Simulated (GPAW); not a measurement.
## AlN (F-43m): refractive index against wavelength

The refractive index of AlN (F-43m) below the direct gap (4.17 eV on the mesh) is read from one computed spectrum, n = √(Re ε).

The structure is cubic, space group F-43m (No. 216). Conventional cell: a = 4.368 Å, b = 4.368 Å, c = 4.368 Å, α = 90.00°, β = 90.00°, γ = 90.00°. Al on site a is surrounded by 4 N at 1.89 Å. N on site d has 4 Al at 1.89 Å as nearest neighbours.

Method: GPAW 26.7.0, LDA, RPA, k-mesh 14×14×14, local fields up to 50 eV, Lorentzian half width 0.15 eV.

Launch of the response step: `OMP_NUM_THREADS=1 python df.py`. The run took 23 s, its band step included, on 1 thread of Arm Neoverse V1, with other jobs on the host.

```tsv
wavelength (nm)	photon energy E (eV)	n
1310	0.946	2.1290
1064	1.165	2.1351
850	1.459	2.1456
700	1.771	2.1598
633	1.959	2.1701
532	2.331	?
450	2.755	2.2313
```

In the single-oscillator model n² − 1 = E₀E_d/(E₀² − E²), so 1/(n² − 1) = E₀/E_d − E²/(E₀E_d) is linear in E².

Working, on the rows shown:

| x = E² (eV²) | y = 1/(n² − 1) |
| --- | --- |
| 0.895757 | 0.283074 |
| 1.35784 | 0.281005 |
| 2.12762 | 0.2775 |
| 3.13716 | 0.272871 |
| 3.83641 | 0.26959 |
| 7.59115 | 0.251338 |

Means: x̄ = 3.1577, ȳ = 0.27256. Σ(x − x̄)(y − ȳ) = -0.1402, Σ(x − x̄)² = 29.53. Slope = -0.1402 / 29.53 = -0.004746; intercept = ȳ − slope · x̄ = 0.28755. Turned back into n, the line misses the rows shown by at most 0.00079.

**Question.** Fill in the last column of the withheld row.

**Answer.** At x = 5.4314 the line gives y = 0.26177, that is 2.1955. The run gave 2.1947, so the interpolation is off by 0.00078, 0.8 % of the range in the table.

Refitted with all rows, the slope is -0.004733 and the intercept 0.28754. These give E₀ = √(intercept/−slope) = 7.79 eV and E_d = E₀/intercept = 27.1 eV; E₀ is 1.9 times the direct gap. The electronic limit at long wavelengths, without lattice vibrations, is n = √(1 + 1/intercept) = 2.116. Excitons are left out; LDA gaps are as a rule too small. The values come from a sum over the points of one k-mesh and carry its error, which grows as the direct gap shrinks. The local-field cutoff holds few shells of reciprocal vectors for this small cell, so ε∞ can read a few per cent high.

[Logs are printed without paths, hosts, clocks, repeated set-up lines and the standing remarks that a program may print on its own settings, such as how far it seeks lower states.]
